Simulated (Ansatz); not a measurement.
# A hypothetical structure for Mg2MnCu4Sn

This structure for Mg2MnCu4Sn is made up. Its elements were placed in a known structure type with a cell scaled to their sizes. What cell does the guess relax to, and how far off was it?

Method: DFT, PBE, plane-wave PAW, files of the set soft_1, scalar-relativistic, ferromagnetic start, cell and ions relaxed at zero pressure; PAW set soft_1, in the first sound run; inputs show where later runs differ, in Ansatz 0.2.0.

### 1. Starting point

It takes space group Amm2 (No. 38, orthorhombic). The conventional cell has a = 4.426 Å, b = 5.625 Å, c = 9.846 Å, α = 90.00°, β = 90.00°, γ = 90.00°. Sn has 4 Cu at 2.65 to 2.81 Å and 4 Mg at 2.79 Å and 2 Mn at 2.81 Å nearest. Cu has 4 Mg at 2.71 Å and 6 Cu at 2.80 to 2.88 Å and 2 Sn at 2.81 Å nearest. Nearest to Cu lie 5 Cu at 2.55 to 2.88 Å and 2 Mn at 2.62 Å and 1 Sn at 2.65 Å and 2 Mg at 2.82 Å. Nearest to Cu lie 6 Cu at 2.77 to 2.80 Å and 4 Mg at 2.81 to 2.86 Å and 2 Mn at 2.81 Å. Mn has 6 Cu at 2.62 to 2.81 Å and 4 Mg at 2.71 to 2.96 Å and 2 Sn at 2.81 Å nearest. Mg has 2 Mg at 2.66 to 2.96 Å and 2 Mn at 2.71 to 2.96 Å and 6 Cu at 2.71 to 2.86 Å and 2 Sn at 2.79 Å nearest. Farther neighbours are not listed.

### 2. Relaxing cell and atoms

The guess takes its coordinates from another compound and its volume from a rule, so the cell and any free coordinates are relaxed together.

File input.yaml:

```yaml
crystal:
  lattice:
    - [4.426, 0.0, 0.0]
    - [0.0, 2.8125, 4.923]
    - [0.0, -2.8125, 4.923]
  atoms:
    - { symbol: Sn, position: [0.5, 0.6689, 0.6689] }
    - { symbol: Cu, position: [0.5, 0.1677, 0.1677], spin: 0.6 }
    - { symbol: Cu, position: [0.5, 0.6789, 0.1319], spin: 0.6 }
    - { symbol: Cu, position: [0.5, 0.1319, 0.6789], spin: 0.6 }
    - { symbol: Cu, position: [0.0, 0.3412, 0.3412], spin: 0.6 }
    - { symbol: Mn, position: [0.0, 0.844, 0.844], spin: 4.0 }
    - { symbol: Mg, position: [0.0, 0.847, 0.3202] }
    - { symbol: Mg, position: [0.0, 0.3202, 0.847] }
magnetization:
  spin_polarized: true
kpoints:
  mp_grid: { grid: [6, 6, 6] }
scf:
  occupations: { method: fermi_dirac, width: 0.05 }
hamiltonian:
  xc: pbe
  pseudopotentials: { kind: paw, azcp: { folder: soft_1 } }
relax:
  f_tol: 0.015
  max_steps: 70
  cell: {}
output:
  forces: true
  stress: true
```

Started as:

```console
$ ansatz run input.yaml --threads 4 --pin off --max-ram 10240MiB --backend cpu --events-out ev --progress --plain --runs-dir out
```

Numbers of over 12 decimals in the logs are rounded to 6 here.

The log of the run:

```text
Engine: ansatz 0.2.0, aarch64-unknown-linux-gnu
Pseudopotentials: kind: paw
Pseudopotential: Sn, paw, valence charge 14, recommended cutoff 420 eV (normal), soft_1/Sn.paw.azcp
Pseudopotential: Cu, paw, valence charge 19, recommended cutoff 420 eV (normal), soft_1/Cu.paw.azcp
Pseudopotential: Mn, paw, valence charge 15, recommended cutoff 420 eV (normal), soft_1/Mn.paw.azcp
Pseudopotential: Mg, paw, valence charge 10, recommended cutoff 420 eV (normal), soft_1/Mg.paw.azcp
Functional definition: PBE
  parameter kappa = 0.804
  parameter beta = 0.066725
  exchange = pbe_x(kappa = kappa, mu = beta*pi^2/3)
  correlation = pbe_c(beta = beta)
Crystal: 8 atoms, lattice volume = 122.564 Å³
Basis set: ecut = 420 eV, 2367 PW (Γ), exchange–correlation on 60×80×80 points (8 copies of the dense FFT grid, shifted against one another)
Bands: 79, of which v1, the nominal top of the filled ones, is band 63 counted from 1 (62 counted from 0)
Symmetry: 4 space group operations
Space group: Amm2 (ITA 38), of the structure as read, at distance tolerance 5.0e-5 Å
Magnetic group: BNS 38.187 (UNI 285), of the structure as read, at distance tolerance 5.0e-5 Å
k-points: 52 of 216 (time reversal used)
Non-local potential: Sn, projectors of the file, l = 0: 2, l = 1: 2, l = 2: 2, l = 3: 1
Non-local potential: Cu, projectors of the file, l = 0: 3, l = 1: 2, l = 2: 3, l = 3: 1
Non-local potential: Mn, projectors of the file, l = 0: 3, l = 1: 2, l = 2: 3, l = 3: 1
Non-local potential: Mg, projectors of the file, l = 0: 3, l = 1: 2, l = 2: 1
PAW form: soft (Blöchl's): semilocal exchange-correlation on the pseudo side does not see the compensation charge
PAW one-centre angular grid: Sn, 590 points (default); XC on 64 Gauss nodes
PAW one-centre angular grid: Cu, 590 points (default); XC on 64 Gauss nodes
PAW one-centre angular grid: Mn, 590 points (default); XC on 64 Gauss nodes
PAW one-centre angular grid: Mg, 110 points (default); XC on 64 Gauss nodes
Initial density: superposition of atomic densities (chi_scale 0.1, normalization cell, long waves kept (reshape's long-wave potential 0.00 eV rms))
Starting moments: Σ|m| = 6.4 μB on 5 of 8 sites
Initial wavefunctions: pseudopotential atomic-orbital guess
Functional: x = pbe(κ = 0.804, μ = 0.219515), c = pbe(β = 0.066725)
SCF iter   1: F=—  HF=-40279.524400 eV  |F-HF|=—  |Δ(HF+E_count)|=         —  Δρ=1.79e-1 (↑1.72e-1 ↓1.79e-1)  dr2=1.12e2  dr2_m=2.89e-1  M=4.104 μB ∫|m|=4.333 μB  β_m=0.30  ethr=3.10e-3  ⟨swp⟩=6.1  Hψ=30912  notcnv=0  defer=59
Mixer restart at iter 1: flushing history
preconditioner: auto → Kerker (q_TF=auto, 2.737 Å⁻¹)  [metal: Δε(μ)=0.002 eV  Ē_g=9.663 eV  σ=0.050 eV  W_gap=0.01  n_scr=44 (ndim 8)  ℏωp=27.9 eV  f_vac=0.000  D(μ)=6.80/eV (n_scr^D=70)]
spin=Collinear: Kerker preconditioning applied to the charge; magnetization (m = ρ↑ − ρ↓) channel mixes plain (no charge-response kernel on spin).
SCF iter   2: F=—  HF=-40273.386506 eV  |F-HF|=—  |Δ(HF+E_count)|=    6.14e0  Δρ=5.12e-2 (↑4.46e-2 ↓5.12e-2)  dr2=4.35e0  dr2_m=1.17e-1  M=3.990 μB ∫|m|=4.196 μB  β_m=0.27  ethr=3.10e-3  ⟨swp⟩=4.0  Hψ=21608  notcnv=0  defer=663
SCF iter   3: F=—  HF=-40270.608982 eV  |F-HF|=—  |Δ(HF+E_count)|=    2.78e0  Δρ=1.77e-2 (↑1.77e-2 ↓1.75e-2)  dr2=2.08e0  dr2_m=6.93e-2  M=3.892 μB ∫|m|=4.144 μB  β_m=0.38  ethr=3.10e-3  ⟨swp⟩=2.0  Hψ=16860  notcnv=0  defer=768
SCF iter   4: F=—  HF=-40270.289511 eV  |F-HF|=—  |Δ(HF+E_count)|=   3.19e-1  Δρ=1.37e-2 (↑1.15e-2 ↓1.37e-2)  dr2=1.17e0  dr2_m=2.66e-2  M=3.655 μB ∫|m|=4.042 μB  β_m=0.63  ethr=1.66e-3  ⟨swp⟩=2.0  Hψ=12774  notcnv=0  defer=737
SCF iter   5: F=—  HF=-40270.426180 eV  |F-HF|=—  |Δ(HF+E_count)|=   1.37e-1  Δρ=1.65e-2 (↑1.65e-2 ↓1.51e-2)  dr2=6.57e-1  dr2_m=3.55e-3  M=3.487 μB ∫|m|=4.031 μB  β_m=0.55  ethr=9.34e-4  ⟨swp⟩=2.0  Hψ=12046  notcnv=0  defer=737
SCF iter   6: F=—  HF=-40270.424804 eV  |F-HF|=—  |Δ(HF+E_count)|=   1.38e-3  Δρ=1.54e-2 (↑1.51e-2 ↓1.54e-2)  dr2=7.36e-1  dr2_m=6.12e-4  M=3.401 μB ∫|m|=4.035 μB  β_m=0.60  ethr=5.26e-4  ⟨swp⟩=2.1  Hψ=16699  notcnv=0  defer=736
SCF iter   7: F=—  HF=-40270.346414 eV  |F-HF|=—  |Δ(HF+E_count)|=         —  Δρ=4.99e-3 (↑4.19e-3 ↓4.99e-3)  dr2=7.28e-2  dr2_m=2.88e-3  M=3.489 μB ∫|m|=4.074 μB  β_m=0.60  ethr=5.26e-4  ⟨swp⟩=2.0  Hψ=9278  notcnv=0  defer=736
Mixer restart at iter 7: flushing history
SCF iter   8: F=—  HF=-40270.352350 eV  |F-HF|=—  |Δ(HF+E_count)|=   5.94e-3  Δρ=5.15e-3 (↑4.29e-3 ↓5.15e-3)  dr2=5.23e-2  dr2_m=7.94e-4  M=3.487 μB ∫|m|=4.086 μB  β_m=0.46  ethr=5.83e-5  ⟨swp⟩=2.0  Hψ=15960  notcnv=0  defer=732
SCF iter   9: F=—  HF=-40270.338923 eV  |F-HF|=—  |Δ(HF+E_count)|=   1.34e-2  Δρ=1.54e-3 (↑1.03e-3 ↓1.54e-3)  dr2=6.07e-3  dr2_m=9.42e-4  M=3.495 μB ∫|m|=4.092 μB  β_m=0.55  ethr=4.18e-5  ⟨swp⟩=2.0  Hψ=14522  notcnv=0  defer=732
SCF iter  10: F=—  HF=-40270.338506 eV  |F-HF|=—  |Δ(HF+E_count)|=   4.17e-4  Δρ=7.25e-4 (↑6.25e-4 ↓7.25e-4)  dr2=1.02e-3  dr2_m=9.96e-5  M=3.496 μB ∫|m|=4.102 μB  β_m=0.73  ethr=4.85e-6  ⟨swp⟩=2.0  Hψ=10831  notcnv=0  defer=732
SCF iter  11: F=—  HF=-40270.338930 eV  |F-HF|=—  |Δ(HF+E_count)|=   4.24e-4  Δρ=1.01e-3 (↑9.28e-4 ↓1.01e-3)  dr2=2.75e-3  dr2_m=6.17e-6  M=3.491 μB ∫|m|=4.101 μB  β_m=0.61  ethr=8.15e-7  ⟨swp⟩=2.0  Hψ=14636  notcnv=0  defer=732
SCF iter  12: F=—  HF=-40270.338605 eV  |F-HF|=—  |Δ(HF+E_count)|=   3.25e-4  Δρ=4.73e-4 (↑4.34e-4 ↓4.73e-4)  dr2=6.12e-4  dr2_m=3.15e-6  M=3.490 μB ∫|m|=4.101 μB  β_m=0.66  ethr=8.15e-7  ⟨swp⟩=2.0  Hψ=10605  notcnv=0  defer=732
SCF iter  13: F=—  HF=-40270.338507 eV  |F-HF|=—  |Δ(HF+E_count)|=   9.77e-5  Δρ=1.84e-4 (↑1.67e-4 ↓1.84e-4)  dr2=9.75e-5  dr2_m=2.30e-6  M=3.490 μB ∫|m|=4.101 μB  β_m=0.60  ethr=4.89e-7  ⟨swp⟩=2.0  Hψ=10019  notcnv=0  defer=732
SCF iter  14: F=—  HF=-40270.338498 eV  |F-HF|=—  |Δ(HF+E_count)|=   8.89e-6  Δρ=9.04e-5 (↑9.04e-5 ↓8.29e-5)  dr2=2.62e-5  dr2_m=5.11e-7  M=3.490 μB ∫|m|=4.102 μB  β_m=0.47  ethr=7.80e-8  ⟨swp⟩=2.0  Hψ=12914  notcnv=0  defer=732
SCF iter  15: F=—  HF=-40270.338494 eV  |F-HF|=—  |Δ(HF+E_count)|=   4.73e-6  Δρ=1.88e-5 (↑1.63e-5 ↓1.88e-5)  dr2=1.31e-6  dr2_m=1.09e-7  M=3.490 μB ∫|m|=4.102 μB  β_m=0.57  ethr=2.09e-8  ⟨swp⟩=2.0  Hψ=10565  notcnv=0  defer=732
SCF iter  16: F=—  HF=-40270.338493 eV  |F-HF|=—  |Δ(HF+E_count)|=   1.79e-7  Δρ=1.09e-5 (↑7.98e-6 ↓1.09e-5)  dr2=3.12e-7  dr2_m=3.05e-8  M=3.491 μB ∫|m|=4.102 μB  β_m=0.78  ethr=1.05e-9  ⟨swp⟩=2.1  Hψ=9916  notcnv=0  defer=732
[...]
relax step   6: F+E_penalty+E_count = -40270.59921740 eV  Δ(F+E_penalty+E_count) = -1.632e-4 eV  max|allowed force component| = 2.094e-3 eV/Å  Δτ_max = 0.0052 Å  P = -0.001 GPa  Ω = 124.694 Å³  energy of the carried Pulay correction = -1.034e-3 eV  (12 SCF iters, dr2 threshold 8.45e-8 eV, accepted)
Initial wavefunctions: pseudopotential atomic-orbital guess (no wavefunctions were taken with the density)
iter 1 solved again at ethr=9.50e-8 eV; its pass at ethr=3.10e-3 eV (dr2=1.19e-4 eV) is discarded
SCF iter   1: F=—  HF=-40270.596773 eV  |F-HF|=—  |Δ(HF+E_count)|=         —  Δρ=4.28e-4 (↑4.28e-4 ↓4.26e-4)  dr2=1.94e-5  dr2_m=2.14e-8  M=3.398 μB ∫|m|=4.054 μB  β_m=0.65  ethr=9.50e-8  ⟨swp⟩=3.8  Hψ=54194  notcnv=0
preconditioner: auto → Kerker (q_TF=auto, 2.439 Å⁻¹)  [metal: Δε(μ)=0.002 eV  Ē_g=10.672 eV  σ=0.050 eV  W_gap=0.01  n_scr=26 (ndim 8)  ℏωp=27.6 eV  f_vac=0.000  D(μ)=4.01/eV (n_scr^D=26)]
spin=Collinear: Kerker preconditioning applied to the charge; magnetization (m = ρ↑ − ρ↓) channel mixes plain (no charge-response kernel on spin).
SCF iter   2: F=—  HF=-40270.599815 eV  |F-HF|=—  |Δ(HF+E_count)|=   3.04e-3  Δρ=1.58e-4 (↑1.58e-4 ↓1.58e-4)  dr2=7.31e-6  dr2_m=4.51e-9  M=3.398 μB ∫|m|=4.053 μB  β_m=0.63  ethr=1.56e-8  ⟨swp⟩=2.2  Hψ=10930  notcnv=0
SCF iter   3: F=—  HF=-40270.600211 eV  |F-HF|=—  |Δ(HF+E_count)|=   3.95e-4  Δρ=7.21e-5 (↑7.10e-5 ↓7.21e-5)  dr2=7.29e-6  dr2_m=1.38e-8  M=3.398 μB ∫|m|=4.053 μB  β_m=0.50  ethr=5.84e-9  ⟨swp⟩=2.0  Hψ=14730  notcnv=0
SCF iter   4: F=—  HF=-40270.600258 eV  |F-HF|=—  |Δ(HF+E_count)|=   4.76e-5  Δρ=4.06e-6 (↑3.70e-6 ↓4.06e-6)  dr2=3.70e-8  dr2_m=4.42e-10  M=3.398 μB ∫|m|=4.053 μB  β_m=0.54  ethr=5.83e-9  ⟨swp⟩=2.0  Hψ=10794  notcnv=0
SCF iter   5: F=—  HF=-40270.600258 eV  |F-HF|=—  |Δ(HF+E_count)|=   1.24e-7  Δρ=3.08e-6 (↑2.44e-6 ↓3.08e-6)  dr2=1.76e-8  dr2_m=1.44e-9  M=3.398 μB ∫|m|=4.053 μB  β_m=0.65  ethr=2.96e-11  ⟨swp⟩=2.0  Hψ=11654  notcnv=0
SCF iter   6: F=—  HF=-40270.600258 eV  |F-HF|=—  |Δ(HF+E_count)|=   9.91e-9  Δρ=3.61e-6 (↑2.86e-6 ↓3.61e-6)  dr2=2.23e-8  dr2_m=1.35e-9  M=3.398 μB ∫|m|=4.053 μB  β_m=0.83  ethr=1.41e-11  ⟨swp⟩=2.0  Hψ=14405  notcnv=0
SCF iter   7: F=—  HF=-40270.600258 eV  |F-HF|=—  |Δ(HF+E_count)|=   5.29e-8  Δρ=1.82e-6 (↑1.00e-6 ↓1.82e-6)  dr2=8.93e-9  dr2_m=3.95e-10  M=3.398 μB ∫|m|=4.053 μB  β_m=0.69  ethr=1.41e-11  ⟨swp⟩=2.0  Hψ=13060  notcnv=0
SCF iter   8: F=—  HF=-40270.600258 eV  |F-HF|=—  |Δ(HF+E_count)|=   4.96e-9  Δρ=1.79e-6 (↑1.28e-6 ↓1.79e-6)  dr2=7.25e-9  dr2_m=1.05e-9  M=3.398 μB ∫|m|=4.053 μB  β_m=0.76  ethr=7.14e-12  ⟨swp⟩=2.0  Hψ=14066  notcnv=0
SCF iter   9: F=—  HF=-40270.600233 eV  |F-HF|=—  |Δ(HF+E_count)|=   2.57e-5  Δρ=1.58e-6 (↑1.17e-6 ↓1.58e-6)  dr2=7.03e-9  dr2_m=7.32e-10  M=3.398 μB ∫|m|=4.053 μB  β_m=0.88  ethr=5.80e-12  ⟨swp⟩=2.0  Hψ=14349  notcnv=0
SCF iter  10: F=—  HF=-40270.600233 eV  |F-HF|=—  |Δ(HF+E_count)|=   1.31e-9  Δρ=1.02e-6 (↑1.02e-6 ↓6.86e-7)  dr2=3.21e-9  dr2_m=8.61e-11  M=3.398 μB ∫|m|=4.053 μB  β_m=0.75  ethr=5.62e-12  ⟨swp⟩=2.0  Hψ=11079  notcnv=0
SCF iter  11: F=—  HF=-40270.600233 eV  |F-HF|=—  |Δ(HF+E_count)|=   1.32e-9  Δρ=5.99e-7 (↑5.61e-7 ↓5.99e-7)  dr2=8.78e-10  dr2_m=9.71e-12  M=3.398 μB ∫|m|=4.053 μB  β_m=0.65  ethr=2.57e-12  ⟨swp⟩=2.0  Hψ=14398  notcnv=0
SCF iter  12: F=—  HF=-40270.600233 eV  |F-HF|=—  |Δ(HF+E_count)|=  6.11e-10  Δρ=2.02e-7 (↑1.47e-7 ↓2.02e-7)  dr2=6.73e-11  dr2_m=6.47e-12  M=3.398 μB ∫|m|=4.053 μB  β_m=0.74  ethr=1.00e-12  ⟨swp⟩=2.0  Hψ=10654  notcnv=0
SCF iter  13: F=—  HF=-40270.600233 eV  |F-HF|=—  |Δ(HF+E_count)|=  1.46e-10  Δρ=1.28e-7 (↑9.42e-8 ↓1.28e-7)  dr2=3.61e-11  dr2_m=2.13e-12  M=3.398 μB ∫|m|=4.053 μB  β_m=0.69  ethr=1.00e-12  ⟨swp⟩=1.0  Hψ=8216  notcnv=0
SCF iter  14: F=-40270.600233 eV  HF=-40270.600233 eV  |F-HF|=7.28e-12  |Δ(HF+E_count)|=  5.82e-11  Δρ=9.11e-8 (↑7.05e-8 ↓9.11e-8)  dr2=2.00e-11  dr2_m=6.00e-13  M=3.398 μB ∫|m|=4.053 μB  ethr=1.00e-12  ⟨swp⟩=2.9  Hψ=24978  notcnv=0
SCF 7 converged in 14 iterations: F = -40270.600233 eV  dr2 = 2.00e-11
relax step   7: F+E_penalty+E_count = -40270.60023271 eV  Δ(F+E_penalty+E_count) = -1.015e-3 eV  max|allowed force component| = 2.071e-3 eV/Å  Δτ_max = 0.0000 Å  P = -0.006 GPa  Ω = 124.694 Å³  stress off target by 2.30e-2 GPa  SCF on the basis re-selected at this cell (its energy is not comparable with the rows above)  (14 SCF iters)
basis re-selected at this cell: Δ(F+E_penalty+E_count) = -1.015e-3 eV, ΔP = -0.005 GPa vs the last step (what re-selecting the basis moved, of the pressure what is left beyond the Pulay correction that the steps carried, after the strain that the cell walked since its last selection, with what the two solves' SCF thresholds leave and, on support functions, any second-order correction that the steps lacked; it is no m [...]
SCF converged after 14 iterations
Magnetization: 3.3979 μB (64.1990 up, 60.8010 down)
Absolute magnetization: 4.0687 μB (∫|ρ↑−ρ↓|, with the PAW one-centre terms)
Spin contamination: 0.4567 ħ² per cell (⟨S²⟩ above its minimum at these occupations)
Per-site moments (μB) at R_I (Å): [(-0.034394, 1.112737), (0.00570817, 1.085073), (0.012096, 1.085073), (0.012096, 1.085073), (0.010223, 1.100965), (3.391749, 1.112737), (-0.022606, 1.130916), (-0.022606, 1.130916)]
Free energy (F): -40270.600233 eV
Harris-Foulkes:  -40270.600233 eV  (|F-HF|=7.28e-12)
Internal energy: -40270.567737 eV  (E = F + TS)
E sigma→0 (E₀):  -40270.583985 eV
Entropy (-TS):   -0.032496 eV (-4.062 meV/atom)
Fermi energy:    12.472816 eV
--- Per-component energies (eV) ---
  E_band       = -2669.510455
  E_kinetic    = 1668.485980
  E_local      = -27277.211249  (includes V_loc(G=0)·N_el)
  E_nonlocal   = 4563.857224
  E_hartree    = 11376.391300
  E_xc         = -560.945704
  E_vxc        = -640.499860  (∫ρ·V_xc dr)
  E_paw        = -13565.589702  (= ΣΔE_a)
  E_vpaw       = -3736.929164  (= ΣTr[D̂ρ^β])
  E_aug_tail   = 0.004176  (compensation charges beyond the density's cutoff)
  E_ewald      = -16475.559762
  E_smearing   = -0.032496  (= −TS)
  E_closure    = 0.000000  (closes the sum)
  Σ components = -40270.600233   (vs F -40270.600233, Δ=0.00e0)
--- Forces (eV/Å), atoms counted from 1 ---
  atom   1  Sn     0.00000000     0.00000000     0.00134768
  atom   2  Cu    -0.00000000    -0.00000000    -0.00135373
  atom   3  Cu     0.00000000     0.00026739    -0.00079645
  atom   4  Cu    -0.00000000    -0.00026739    -0.00079645
  atom   5  Cu    -0.00000000    -0.00000000     0.00076583
  atom   6  Mn     0.00000000     0.00000000     0.00207118
  atom   7  Mg     0.00000000    -0.00134067    -0.00061867
  atom   8  Mg    -0.00000000     0.00134067    -0.00061867
  max |Σ_I F_I| component: 7.14e-7 eV/Å
--- Stress (GPa, compression-positive) ---
        0.004532      -0.000000      -0.000000
       -0.000000      -0.022969      -0.000000
       -0.000000      -0.000000      -0.000454
  P = ⅓ Tr σ = -0.0063 GPa (-0.063 kbar)
--- Relaxed structure (6 steps of the walk, 6 accepted, 1 SCFs on fresh bases) ---
  F+E_penalty+E_count = -40270.60023271 eV   max|allowed force component| = 2.071e-3 eV/Å   (the final SCF, on the basis selected at the relaxed cell)
  cell:  # Å, volume = 124.6936 Å³
    - [4.451315, 0, 1.9001194557569812e-18]
    - [2.1134857841598835e-18, 2.854055, 4.907533]
    - [2.1134857841598743e-18, -2.854055, 4.907533]
  atoms:
    - { symbol: Sn, position: [0.5, 0.677669, 0.677669] }
    - { symbol: Cu, position: [0.5, 0.182757, 0.182757] }
    - { symbol: Cu, position: [0.5, 0.650889, 0.172925] }
    - { symbol: Cu, position: [0.5, 0.172925, 0.650889] }
    - { symbol: Cu, position: [-3.0959513045897808e-18, 0.332843, 0.332843] }
    - { symbol: Mn, position: [-4.089383653755274e-18, 0.832962, 0.832962] }
    - { symbol: Mg, position: [-3.231392411239811e-18, 0.834727, 0.315028] }
    - { symbol: Mg, position: [-3.2313924112398117e-18, 0.315028, 0.834727] }
```

Elapsed: 5.8 min, on 4 threads of Arm Neoverse V1, shared host; peak memory 1 GiB.

Relaxation path:

```
step  energy less that of the first step (eV)  largest force component (eV/Å)  pressure (GPa)  volume (Å³)
   1                                   0.0000                          0.7163            2.28       122.56
   2                                  -0.1722                          0.4207            0.66       123.81
   3                                  -0.2475                          0.2361            1.13       123.13
   4                                  -0.2593                          0.0461           -0.23       124.97
   5                                  -0.2606                          0.0368           -0.03       124.74
   6                                  -0.2607                          0.0021            0.00       124.69
  7*                                  -0.2617                          0.0021           -0.01       124.69
```

Relaxation steps marked * repeat the geometry before them on a plane-wave basis chosen anew for their cell, so energy and pressure can jump there.

The run keeps the 4 symmetry operations that it works with, so distortions that break them were not tested.

```csv
"conventional cell, symmetrised",before,after,change
a (Å),4.426,4.451,+0.6 %
b (Å),5.625,5.708,+1.5 %
c (Å),9.846,9.815,-0.3 %
volume (Å³/atom),15.32,15.59,+1.7 %
```

The atoms that moved most (Å, as changes of fractional coordinates times the final cell):

```
atom     dx      dy      dz  length
 Cu3  0.000  -0.197   0.064   0.207
 Cu4  0.000   0.197   0.064   0.207
 Cu2  0.000   0.000   0.148   0.148
 Mn6  0.000   0.000  -0.108   0.108
 Mg8  0.000   0.020  -0.086   0.088
 Mg7  0.000  -0.020  -0.086   0.088
 Sn1  0.000   0.000   0.086   0.086
 Cu5  0.000   0.000  -0.082   0.082
```

This step gave:

```
free energy             : -40270.6002 eV
energy at zero smearing : -40270.5840 eV
smearing term TS        : 0.03250 eV
Fermi energy            : 12.47 eV
magnetization           : 3.398 μB
absolute magnetization  : 4.069 μB
site moments            : -0.03439, 0.005708, 0.01210, 0.01210, 0.01022, 3.392, -0.02261, -0.02261 μB
electrons               : 125
symmetry operations     : 4
pressure                : -0.006297 GPa
```

Site moment by atom:

```
atom  site moment (μB)
 Sn1             -0.03
 Cu2              0.01
 Cu3              0.01
 Cu4              0.01
 Cu5              0.01
 Mn6              3.39
 Mg7             -0.02
 Mg8             -0.02
```

Shortest distances by pair of elements, guess and relaxed (not always the same contact):

```csv
pair,guess (Å),relaxed (Å)
Cu–Cu,2.548,2.630
Mn–Sn,2.805,2.698
Cu–Sn,2.654,2.740
Mg–Mg,2.662,2.742
Mg–Mn,2.709,2.742
```

The relaxation ends with a largest force component of 0.0021 eV/Å and a pressure of -0.01 GPa.

(Continued in part 2 of 2.)

[Logs are printed without paths, hosts, clocks, repeated set-up lines and the standing remarks that a program may print on its own settings, such as how far it seeks lower states.]

[Hosts, paths, dates, database ids (printed as entryN), source tags and the programs' standing remarks are cut or masked in the printed files.]
